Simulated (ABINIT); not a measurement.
# Calculated records

### BaH2 (P6_3/mmc): a self-consistent loop beyond G0W0, cycle by cycle

The structure is hexagonal, space group P6_3/mmc (No. 194). Conventional cell: a = 4.462 Å, b = 4.462 Å, c = 6.055 Å, α = 90.00°, β = 90.00°, γ = 120.00°. Nearest to Ba lie 11 H at 2.58 to 3.03 Å. Nearest to H lie 5 Ba at 2.58 to 3.03 Å and 6 H at 2.99 Å. Nearest to H lie 6 Ba at 2.99 Å and 8 H at 2.99 to 3.03 Å. Farther neighbours, and contacts between anions beyond the nearest, are not listed.

```
method                          : RPA screening on PBEsol from quasiparticle energies and orbitals, plane waves, norm-conserving pseudopotentials (and 4 further levels or steps)
program                         : ABINIT 10.8.3
settings                        : cutoff 32 Ha, PseudoDojo scalar-relativistic 0.4.1 standard, norm-conserving, ngkpt (3, 3, 2), nband 133, ecuteps 4 Ha, gwcalctyp 27, nfreqre 1, inclvkb 2, shiftk (0, 0, 0), symchi 1, awtr 1, frequency static, cycle 4, q points all but q = 0, 3×3×2 k-mesh
cost                            : 13 runs, 2.4 min in all on 4 MPI ranks of Arm Neoverse V2, shared host
notes                           : The program’s warnings: nkpt*nsppol () is not a multiple of nproc spkpt (). The cell and positions are those that the Materials Project relaxed with its own functionals (PBE, PBE+U or r2SCAN), kept fixed. Limits: no spin-orbit coupling. The 3×3×2 mesh is coarse for this cell, which bears on the long-range parts of exchange and screening.
G0W0                            : 2.989 eV
self-consistent COHSEX, cycle 1 : 3.740 eV
self-consistent COHSEX, cycle 2 : 4.063 eV
self-consistent COHSEX, cycle 3 : 4.110 eV
self-consistent COHSEX, cycle 4 : 4.116 eV
known limits                    : short of the basis limit; no spin-orbit coupling; coarse k mesh
```

Only the bands that the input lists are updated; the higher empty ones keep the functional's energies. Self-consistent COHSEX ends at 4.12 eV, +1.13 eV from G0W0, after 4 cycles that took 82 s beside the first screening; the last moved the gap by 0.006 eV.

[Long decimals in the printed logs are rounded to 6 places.]

[Logs are printed without paths, hosts, clocks, repeated set-up lines and the standing remarks that a program may print on its own settings, such as how far it seeks lower states.]

[Paths, hosts, dates, memory and timing lines, banners, echoed tables and standing remarks are left out of the program output; an Ansatz launch command may be rebuilt from the run's recorded settings. Measured values are a selection of at most five: reports struck by readers or far from the other reports are left out. None is set beside runs whose start may be inverted or whose files or cutoffs have a known fault.]

[Runs of the session that timed out or met a known fault of the program may be left out.]

[Hosts, paths, dates, database ids (printed as entryN), source tags and the programs' standing remarks are cut or masked in the printed files.]

[G0W0 gaps are taken among the corrected bands and points alone; a level outside them can change the order at an edge.]

[Where Ansatz stands beside ABINIT at settings called matched, ABINIT's density can come from a denser mesh and the files from another edition; pairs whose starting gaps differed by over 0.03 eV were left out, so agreement reads better than it is.]
